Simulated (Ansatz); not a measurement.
# Na on Hf(0001): change of the work function, part 2 of 2

Aim: the work function of Hf(0001) at several coverages of Na (fcc site), and the dipole that each adsorbate carries.

Ansatz 0.2.0; plane-wave DFT, PBEsol, Ansatz PAW.

So far, work function, upper face (eV): step 2 (the clean slab) 4.38; step 3 (37 atoms, coverage 0.111 ML, cell 3x3) 3.18; step 4 (17 atoms, coverage 0.25 ML, cell 2x2) 2.26.

**6. The slab at 0.25 ML, atoms frozen**

This step: plane-wave DFT, PBEsol, Ansatz PAW (Ansatz 0.2.0).

To see where the charge goes, the covered slab, the bare substrate and the adsorbate layer are each run at the same frozen positions and on the same grid.

Input file input.yaml:

```yaml
crystal:
  lattice:
    - [6.4, 0.0, 0.0]
    - [3.2, 5.5425625842, 0.0]
    - [0.0, 0.0, 28.5027885456]
  atoms:
    - { symbol: Hf, position: [0.3333333333, 0.3333333333, 0.3157585787] }
    - { symbol: Hf, position: [0.0, 0.0, 0.4045639247] }
    - { symbol: Hf, position: [0.3340599147, 0.3340599147, 0.4947987439] }
    - { symbol: Hf, position: [-0.0011536097, -0.0011536097, 0.5766389718] }
    - { symbol: Hf, position: [0.3333333333, 0.8333333333, 0.3157585787] }
    - { symbol: Hf, position: [0.0, 0.5, 0.4045639247] }
    - { symbol: Hf, position: [0.3340599147, 0.8318801706, 0.4947987439] }
    - { symbol: Hf, position: [-0.0011536097, 0.5023072193, 0.5766389718] }
    - { symbol: Hf, position: [0.8333333333, 0.3333333333, 0.3157585787] }
    - { symbol: Hf, position: [0.5, 0.0, 0.4045639247] }
    - { symbol: Hf, position: [0.8318801706, 0.3340599147, 0.4947987439] }
    - { symbol: Hf, position: [0.5023072193, -0.0011536097, 0.5766389718] }
    - { symbol: Hf, position: [0.8333333333, 0.8333333333, 0.3157585787] }
    - { symbol: Hf, position: [0.5, 0.5, 0.4045639247] }
    - { symbol: Hf, position: [0.8333333333, 0.8333333333, 0.4935472265] }
    - { symbol: Hf, position: [0.5, 0.5, 0.5788177027] }
    - { symbol: Na, position: [0.1666666667, 0.1666666667, 0.675964815] }
kpoints:
  mp_grid: { grid: [6, 6, 1] }
hamiltonian:
  xc: pbesol
scf:
  occupations: { method: fermi_dirac, width: 0.1 }
  convergence: { dr2_threshold: 1.0e-08 }
efield:
  axis: 3
  dipole_correction: true
  ramp_position: 0.97
  ramp_width: 0.06
output:
  write_potential: true
  write_density: true
  volumetric_format: npy
```

Started as:

```bash
ansatz run input.yaml --threads 4 --pin off --max-ram 12288MiB --backend cpu --events-out ev --progress --plain --runs-dir out
```

Wall time 88 s (4 threads of Arm Neoverse V2, shared host); peak memory 5.2 GiB; 5.8 min of CPU time.

This step gave:

```
energy at zero smearing        : -251036.1510 eV
work function, upper face      : 2.262 eV
dipole along the normal        : 0.4294 e·Å
step between the vacuum levels : -2.190 eV
```

The work function of the upper face is 2.26 eV.

**7. The substrate of the 0.25 ML cell alone**

System of this step: Na/Hf(0001), substrate alone, atoms held. The cell holds 16 atoms: 16 Hf. Its edges and angles: a = 6.400 Å, b = 6.400 Å, c = 28.503 Å, α = 90.0°, β = 90.0°, γ = 60.0°. Vacuum lies along c.

The second part, atoms unmoved.

input.yaml, as its differences from that of step 6:

```diff
@@ -22,3 +22,2 @@
     - { symbol: Hf, position: [0.5, 0.5, 0.5788177027] }
-    - { symbol: Na, position: [0.1666666667, 0.1666666667, 0.675964815] }
 kpoints:
```

The job ended after 85 s (4 threads; peak memory 5.1 GiB; 5.6 min of CPU time).

Numbers from this step:

```
energy at zero smearing        : -249559.5228 eV
work function, upper face      : 4.398 eV
work function, lower face      : 4.451 eV
dipole along the normal        : 0.01053 e·Å
step between the vacuum levels : -0.05371 eV
```

The work function of the upper face is 4.40 eV.

**8. The adsorbate layer of the 0.25 ML cell alone**

System of this step: Na/Hf(0001), adsorbate layer alone, atoms held. The cell holds 1 atom: 1 Na. Cell: a = 6.400 Å, b = 6.400 Å, c = 28.503 Å, α = 90.0°, β = 90.0°, γ = 60.0°. Vacuum lies along c.

The third part; a free layer of atoms may carry a moment, so spin is on.

input.yaml, the sections that differ from step 7:

```yaml
crystal:
  lattice:
    - [6.4, 0.0, 0.0]
    - [3.2, 5.5425625842, 0.0]
    - [0.0, 0.0, 28.5027885456]
  atoms:
    - { symbol: Na, position: [0.1666666667, 0.1666666667, 0.675964815], spin: 1.0 }
magnetization:
  spin_polarized: true
# kpoints, hamiltonian, scf, efield, output: as in step 7
```

Wall time 5.7 s (4 threads); peak memory 1 GiB; 22 s of CPU time.

This step gave:

```
energy at zero smearing   : -1474.7656 eV
work function, upper face : 2.816 eV
dipole along the normal   : 3.53e-6 e·Å
```

At this spacing and smearing the free layer keeps no moment.

**9. Density difference at 0.25 ML**

This step: plane-wave DFT, PBEsol, Ansatz PAW; density difference on adsorption (Ansatz 0.2.0).

The densities of the parts are taken from that of the whole and averaged over planes; the first moment of what is left gives the step in the potential.

This step gave:

- largest charge moved: 0.006284 e/Å²
- potential step from the moved charge: -2.136 eV

The electron density difference oscillates, so the rows of the table below give means over windows of 1 Å about each position, cut where the curve ends. Its maxima inside the range that stand out by 2 % of the span (Å: e/Å³): 10.1: 1.5e-4, 13.4: 4.5e-4, 16.0: 4.0e-4, 18.0: 0.00818. Its minima: 11.4: -2.1e-4, 15.3: -8.3e-4, 16.9: -0.00421, 20.3: -0.00334.

Planar mean, whole system less its parts. The electron density difference by z; means over each step:

```tsv
z (Å)	electron density difference (e/Å³)
5	-6.3e-7
6	-2.4e-6
7	-5.2e-6
8	2.5e-5
9	-6.5e-5
10	8.8e-5
11	-6.3e-5
12	-1.3e-6
13	3.0e-4
14	-1.9e-4
15	-6.8e-4
16	-1.5e-4
17	-0.00165
18	0.00694
19	0.00149
20	-0.00262
21	-0.00241
22	-7.9e-4
23	-1.7e-4
24	-3.3e-5
25	-5.6e-6
26	-9.1e-7
27	-1.4e-7
```

Planar mean, whole system less its parts. Table of electrons moved below z by z:

z (Å), electrons moved below z (e/Å²) and a bar from the least value:
```
        5    0.00000 #########
        6    0.00000 #########
        7   -0.00001 #########
        8    0.00000 #########
        9   -0.00001 #########
       10   -0.00002 #########
       11    0.00004 #########
       12   -0.00006 #########
       13    0.00010 #########
       14    0.00022 #########
       15   -0.00026 ########
       16   -0.00062 #######
       17   -0.00256 
       18    0.00154 ##############
       19    0.00622 ##############################
       20    0.00480 #########################
       21    0.00179 ###############
       22    0.00042 ##########
       23    0.00008 #########
       24    0.00001 #########
       25    0.00000 #########
       26    0.00000 #########
```

**10. Varying the input**

This step: plane-wave DFT, PBEsol, Ansatz PAW (Ansatz 0.2.0).

System of this step: Na/Hf(0001). The cell holds 17 atoms: 16 Hf and 1 Na. Cell: a = 6.400 Å, b = 6.400 Å, c = 28.503 Å, α = 90.0°, β = 90.0°, γ = 60.0°. Vacuum lies along c.

A run with a changed input: it repeats the earlier run at 0.25 ML with scf.occupations.width from 0.1 removed and scf.occupations.method from fermi_dirac to tetrahedron_uncorrected; its output block differs too.

Input file input.yaml:

```yaml
crystal:
  lattice:
    - [6.4, 0.0, 0.0]
    - [3.2, 5.5425625842, 0.0]
    - [0.0, 0.0, 28.5027885456]
  atoms:
    - { symbol: Hf, position: [0.3333333333, 0.3333333333, 0.3157585787] }
    - { symbol: Hf, position: [0.0, 0.0, 0.4045639247] }
    - { symbol: Hf, position: [0.3333333333, 0.3333333333, 0.4949859357] }
    - { symbol: Hf, position: [0.0, 0.0, 0.5766370113] }
    - { symbol: Hf, position: [0.3333333333, 0.8333333333, 0.3157585787] }
    - { symbol: Hf, position: [0.0, 0.5, 0.4045639247] }
    - { symbol: Hf, position: [0.3333333333, 0.8333333333, 0.4949859357] }
    - { symbol: Hf, position: [0.0, 0.5, 0.5766370113] }
    - { symbol: Hf, position: [0.8333333333, 0.3333333333, 0.3157585787] }
    - { symbol: Hf, position: [0.5, 0.0, 0.4045639247] }
    - { symbol: Hf, position: [0.8333333333, 0.3333333333, 0.4949859357] }
    - { symbol: Hf, position: [0.5, 0.0, 0.5766370113] }
    - { symbol: Hf, position: [0.8333333333, 0.8333333333, 0.3157585787] }
    - { symbol: Hf, position: [0.5, 0.5, 0.4045639247] }
    - { symbol: Hf, position: [0.8333333333, 0.8333333333, 0.4949859357] }
    - { symbol: Hf, position: [0.5, 0.5, 0.5766370113] }
    - { symbol: Na, position: [0.1666666667, 0.1666666667, 0.6842414213] }
kpoints:
  mp_grid: { grid: [6, 6, 1] }
hamiltonian:
  xc: pbesol
scf:
  occupations: { method: tetrahedron_uncorrected }
  convergence: { dr2_threshold: 1.0e-08 }
efield:
  axis: 3
  dipole_correction: true
  ramp_position: 0.97
  ramp_width: 0.06
relax:
  f_tol: 0.02
  max_steps: 60
  constraints: [{ sites: [0, 1, 4, 5, 8, 9, 12, 13] }]
output:
  bader: true
  dos: { projected: true, e_range: [-8, 4] }
  write_potential: true
  write_density: true
  volumetric_format: npy
```

Wall time 6.6 min (4 threads); peak memory 4.7 GiB; 26 min of CPU time.

Relaxation path:

```tsv
step	energy less that of the first step (eV)	largest force component (eV/Å)
1	0.0000	0.3992
2	-0.0194	0.4279
3	-0.0647	0.0973
4	-0.0675	0.0134
```

Forces are held to the 6 operations that the run works with; a distortion that breaks them can't arise in this run.

The atoms that moved most (Å):

```tsv
atom	dx	dy	dz	length
Na17	0.000	0.000	-0.236	0.236
Hf16	0.000	0.000	0.064	0.064
Hf15	0.000	0.000	-0.044	0.044
Hf8	0.000	0.021	0.002	0.021
Hf12	0.018	-0.011	0.002	0.021
Hf4	-0.018	-0.011	0.002	0.021
Hf7	0.000	-0.006	0.000	0.006
Hf3	0.005	0.003	0.000	0.006
```

Final coordinates:

```
Hf Na
1.0
     6.40000    0.00000    0.00000
     3.20000    5.54256    0.00000
     0.00000    0.00000   28.50279
Hf Na
16 1
Cartesian
  3.2000 1.8475 9.0000
  0.0000 0.0000 11.5312
  3.2053 1.8506 14.1080
  -0.0184 -0.0106 16.4377
  4.8000 4.6188 9.0000
  1.6000 2.7713 11.5312
  4.8000 4.6127 14.1080
  1.6000 2.7925 16.4377
  6.4000 1.8475 9.0000
  3.2000 0.0000 11.5312
  6.3947 1.8506 14.1080
  3.2184 -0.0106 16.4377
  8.0000 4.6188 9.0000
  4.8000 2.7713 11.5312
  8.0000 4.6188 14.0646
  4.8000 2.7713 16.5000
  1.6000 0.9238 19.2668
```

Numbers from this step:

```
work function, upper face      : 2.274 eV
work function, lower face      : 4.536 eV
dipole along the normal        : 0.4434 e·Å
step between the vacuum levels : -2.262 eV
```

The density of states has structure finer than the step of the table below, so its rows give means over 0.25 eV, whole bins alone (the curve runs from -8 to 1.98 eV). Peaks (eV: height): -1.170: 43.3, -0.930: 52.3, -0.780: 46.6, 0.000: 45.8, 0.570: 40.7, 1.020: 46.2, 1.080: 60.1.

Table of density of states by energy, zero at the Fermi level; means over each step:

energy (eV), density of states (states/eV a cell) and a bar:
```
    -7.25        0.0 
    -7.00        0.0 
    -6.75        0.9 #
    -6.50        1.0 #
    -6.25        1.1 #
    -6.00        1.2 #
    -5.75        2.2 ##
    -5.50        2.9 ###
    -5.25        2.2 ##
    -5.00        2.1 ##
    -4.75        4.0 ###
    -4.50        3.8 ###
    -4.25        3.1 ###
    -4.00        4.1 ####
    -3.75       10.0 #########
    -3.50        3.6 ###
    -3.25       15.2 #############
    -3.00        9.1 ########
    -2.75       13.5 ############
    -2.50       15.3 #############
    -2.25       14.0 ############
    -2.00       11.0 #########
    -1.75        7.3 ######
    -1.50       14.8 #############
    -1.25       21.4 ##################
    -1.00       24.7 #####################
    -0.75       19.4 #################
    -0.50       14.1 ############
    -0.25       20.7 ##################
     0.00       23.7 ####################
     0.25       22.3 ###################
     0.50       25.6 ######################
     0.75       22.2 ###################
     1.00       34.8 ##############################
     1.25       23.8 #####################
     1.50       20.7 ##################
     1.75       19.9 #################
```

Projected DOS per atom over height of the atomic layer and energy from the Fermi level. Layers: Hf4 Hf4 Hf4 Hf4 Na from below.

Values in states/eV, 22 rows by 5 columns, each cell a mean:
```
1.18 1.29 1.49 1.44 0.97
0.96 1.23 1.53 1.58 0.51
1.71 1.41 1.37 1.71 0.49
1.97 1.18 1.02 1.41 0.11
1.97 0.99 0.86 1.46 0.18
1.20 0.71 0.55 0.95 0.14
1.60 1.83 1.72 1.94 0.86
0.95 0.83 0.98 1.19 0.11
0.50 0.60 0.60 0.48 0.02
0.74 0.95 0.99 0.73 0.02
0.68 0.74 0.81 0.78 0.04
0.54 0.80 0.86 0.59 0.04
0.38 0.54 0.57 0.40 0.04
0.22 0.16 0.16 0.21 0.03
0.25 0.27 0.27 0.25 0.02
0.13 0.13 0.13 0.13 0.01
0.14 0.17 0.17 0.14 0.01
0.07 0.11 0.11 0.07 0.00
0.03 0.09 0.10 0.04 0.00
0.02 0.04 0.05 0.02 0.00
0.00 0.00 0.00 0.00 0.00
0.00 0.00 0.00 0.00 0.00
```
Columns: height of the atomic layer (Å) from 9 to 19.3 (not evenly spaced); rows upwards: energy from the Fermi level (eV) from -7.96 to 1.95.

```tsv
quantity	this run	earlier run	difference
work function, upper face (eV)	2.274	2.261	0.013
work function, lower face (eV)	4.536	4.453	0.083
dipole along the normal (e·Å)	0.4434	0.4296	0.014
```

What moves beyond 0.01 in its unit (for the dipole 0.5 % and 5e-5 e·Å): work function, lower face (+0.0827 eV), dipole along the normal (+0.0137 e·Å) and work function, upper face (+0.0126 eV).

**11. Varying the input: scf.algorithm = "direct_min"**

System of this step: Hf(0001). The cell holds 4 atoms: 4 Hf. Its edges and angles: a = 3.200 Å, b = 3.200 Å, c = 25.594 Å, α = 90.0°, β = 90.0°, γ = 60.0°. Vacuum lies along c.

Another changed input: it repeats the earlier run at 0 ML with scf.algorithm to direct_min.

Input file input.yaml:

```yaml
crystal:
  lattice:
    - [3.2, 0.0, 0.0]
    - [1.6, 2.7712812921, 0.0]
    - [0.0, 0.0, 25.5936]
  atoms:
    - { symbol: Hf, position: [0.6666666667, 0.6666666667, 0.3516504126] }
    - { symbol: Hf, position: [0.0, 0.0, 0.4505501375] }
    - { symbol: Hf, position: [0.6666666667, 0.6666666667, 0.5494498625] }
    - { symbol: Hf, position: [0.0, 0.0, 0.6483495874] }
kpoints:
  mp_grid: { grid: [11, 11, 1] }
hamiltonian:
  xc: pbesol
scf:
  occupations: { method: fermi_dirac, width: 0.1 }
  convergence: { dr2_threshold: 1.0e-08 }
  algorithm: direct_min
efield:
  axis: 3
  dipole_correction: true
  ramp_position: 0.97
  ramp_width: 0.06
relax:
  f_tol: 0.02
  max_steps: 60
  constraints: [{ sites: [0, 1] }]
output:
  write_potential: true
  write_density: true
  volumetric_format: npy
```

The job ended after 1.7 min (4 threads; peak memory 0.96 GiB; 6.8 min of CPU time).

Relaxation path:

```tsv
step	energy less that of the first step (eV)	largest force component (eV/Å)
1	0.0000	0.8354
2	-0.0613	0.8079
3	-0.0940	0.1518
4	-0.0955	0.0173
```

Forces are held to the 6 operations that the run works with; a distortion that breaks them can't arise in this run.

The atoms that moved most (Å):

```tsv
atom	dx	dy	dz	length
Hf4	0.000	0.000	-0.158	0.158
Hf3	0.000	0.000	0.046	0.046
```

Final coordinates:

```xyz
4
Lattice="3.2000 0.0000 0.0000 1.6000 2.7713 0.0000 0.0000 0.0000 25.5936" Properties=species:S:1:pos:R:3
Hf    3.2000    1.8475    9.0000
Hf    0.0000    0.0000   11.5312
Hf    3.2000    1.8475   14.1085
Hf    0.0000    0.0000   16.4358
```

This step gave:

| Item | Value |
| --- | --- |
| energy at zero smearing | -62389.8961 eV |
| work function, upper face | 4.379 eV |
| work function, lower face | 4.454 eV |
| dipole along the normal | 0.003651 e·Å |
| step between the vacuum levels | -0.07449 eV |

```tsv
quantity	this run	earlier run	difference
work function, upper face (eV)	4.379	4.380	-8.8e-4
work function, lower face (eV)	4.454	4.453	7.3e-4
dipole along the normal (e·Å)	0.003651	0.003571	7.9e-5
```

What moves beyond 0.01 in its unit (for the dipole 0.5 % and 5e-5 e·Å): dipole along the normal (+7.93e-05 e·Å).

**12. Outcome**

```
work function of the clean face                                                           : 4.38 eV
work function at 0.11 ML                                                                  : 3.18 eV
work function at 0.25 ML                                                                  : 2.26 eV
dipole per adsorbate at 0.11 ML, positive end outwards                                    : 2.55 D
step of the potential from the moved charge at 0.25 ML, upper less lower side, atoms held : -2.14 eV
```

Na lowers the work function of Hf(0001) at the lowest coverage, by 1.20 eV: the adsorbate layer has its positive end outwards. The slab has 4 layers, at the tabulated experimental lattice constant, one starting site was run, and quantum-size effects of a slab this thin can reach one or two tenths of an eV.

[Logs are printed without paths, hosts, clocks, repeated set-up lines and the standing remarks that a program may print on its own settings, such as how far it seeks lower states.]

[Hosts, paths, dates, database ids (printed as entryN), source tags and the programs' standing remarks are cut or masked in the printed files.]

[Maps of the electrostatic potential energy from Ansatz leave out the sawtooth potential of an applied field or a dipole correction, so their vacuum need not be flat; planar profiles and work functions include it.]

[The density of states shown here was stored with 400 of the rows of the run's finer table, so its peaks can read low, often by over a quarter, or be missed, and its means over a window can be off by a tenth or more.]
